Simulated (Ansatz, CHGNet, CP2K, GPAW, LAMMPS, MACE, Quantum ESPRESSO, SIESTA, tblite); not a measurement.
## Finding the fault: CP2K, amorphous carbon (100 atoms)

Program: CP2K 2026.2, a calculation on a cell of 100 C, 11.5 Å³ an atom.

input.inp

```
&GLOBAL
  PROJECT cell
  RUN_TYPE ENERGY_FORCE
  PRINT_LEVEL LOW
&END GLOBAL
&FORCE_EVAL
  METHOD QS
  STRESS_TENSOR ANALYTICAL
  &DFT
    BASIS_SET_FILE_NAME BASIS_MOLOPT
    POTENTIAL_FILE_NAME GTH_POTENTIALS
    &MGRID
      CUTOFF 450
      REL_CUTOFF 50
    &END MGRID
    &QS
      EPS_DEFAULT 1.0E-12
    &END QS
    &SCF
      SCF_GUESS ATOMIC
      EPS_SFC 1.0E-06
      MAX_SCF 60
      ADDED_MOS 45
      &DIAGONALIZATION
        ALGORITHM STANDARD
      &END DIAGONALIZATION
      &SMEAR ON
        METHOD FERMI_DIRAC
        ELECTRONIC_TEMPERATURE [K] 580
      &END SMEAR
      &MIXING
        METHOD BROYDEN_MIXING
        ALPHA 0.15
        NBROYDEN 8
      &END MIXING
      &PRINT
        &RESTART OFF
        &END RESTART
      &END PRINT
    &END SCF
    &XC
      &XC_FUNCTIONAL PBE
      &END XC_FUNCTIONAL
    &END XC
    &PRINT
      &MULLIKEN ON
      &END MULLIKEN
      &LOWDIN ON
      &END LOWDIN
      &MO ON
        EIGENVALUES T
        OCCUPATION_NUMBERS T
        MO_INDEX_RANGE 189 212
        &EACH
          QS_SCF 0
        &END EACH
        ADD_LAST NUMERIC
      &END MO
    &END PRINT
  &END DFT
  &SUBSYS
    &CELL
      A 10.46950 0.00000 0.00000
      B 0.00000 10.46950 0.00000
      C 0.00000 0.00000 10.46950
    &END CELL
    &TOPOLOGY
      COORD_FILE_NAME structure.xyz
      COORD_FILE_FORMAT XYZ
    &END TOPOLOGY
    &KIND C
      BASIS_SET DZVP-MOLOPT-SR-GTH-q4
      POTENTIAL GTH-PBE-q4
    &END KIND
  &END SUBSYS
  &PRINT
    &FORCES ON
    &END FORCES
    &STRESS_TENSOR ON
    &END STRESS_TENSOR
  &END PRINT
&END FORCE_EVAL
```

structure.xyz

```xyz
100

C 4.90674 0.92205 6.92830
C 3.08411 5.91370 3.88335
C 2.81630 8.30263 2.17284
C 2.72050 9.82060 6.39896
C 4.20507 10.06307 6.44408
C 8.05544 2.12929 8.25216
C 7.14931 2.34538 9.37094
C 2.00229 1.31434 7.42005
C 6.35572 3.27287 6.56396
C 4.19461 3.80441 4.59653
[... 86 atom lines left out ...]
C 8.23185 8.45381 3.24837
C 8.81804 5.13246 8.33781
C 4.57559 7.81799 3.99129
C 2.88142 8.18401 0.69256
```

Started as:

```
$ OMP_NUM_THREADS=1 mpirun -np 4 cp2k.psmp -i input.inp > output.txt
```

The program printed:

```text
Possible matches for unknown keyword
 EPS_SFC
   keyword EPS_SCF in section %__ROOT__%FORCE_EVAL%DFT%SCF score:  108
   keyword EPS_SCF in section %__ROOT__%FORCE_EVAL%DFT%XAS%SCF score:  108
   keyword EPS_LUMO in section %__ROOT__%FORCE_EVAL%DFT%SCF score:  106
   keyword EPS_DIIS in section %__ROOT__%FORCE_EVAL%DFT%SCF score:  106
   keyword EPS_LUMO in section %__ROOT__%FORCE_EVAL%DFT%XAS%SCF score:  106
 *   ___                                                                       *
 *  /   \                                                                      *
 * [ABORT]                                                                     *
 *  \___/             found an unknown keyword EPS_SFC in section SCF          *
 *    |                                                                        *
 *  O/|                                                                        *
 * /| |                                                                        *
```

It took 0.73 s on 4 MPI ranks of Arm Neoverse V2, shared host; peak memory 0.57 GiB.

Banners, paths, timers and routine set-up lines are dropped from the logs unmarked, and long logs keep their key lines alone; longer cuts are marked.

Q: Find the fault and mend it.

A misspelt keyword: EPS_SCF written as EPS_SFC. Mend: write EPS_SCF in place of EPS_SFC.

The program stopped at the start.

[Also dropped from logs without a mark: logging warnings of Python, and SIESTA's first energy breakdown and zero terms.]

[Logs are printed without paths, hosts, clocks, repeated set-up lines and the standing remarks that a program may print on its own settings, such as how far it seeks lower states.]

[Hosts, paths, dates, database ids (printed as entryN), source tags and the programs' standing remarks are cut or masked in the printed files.]
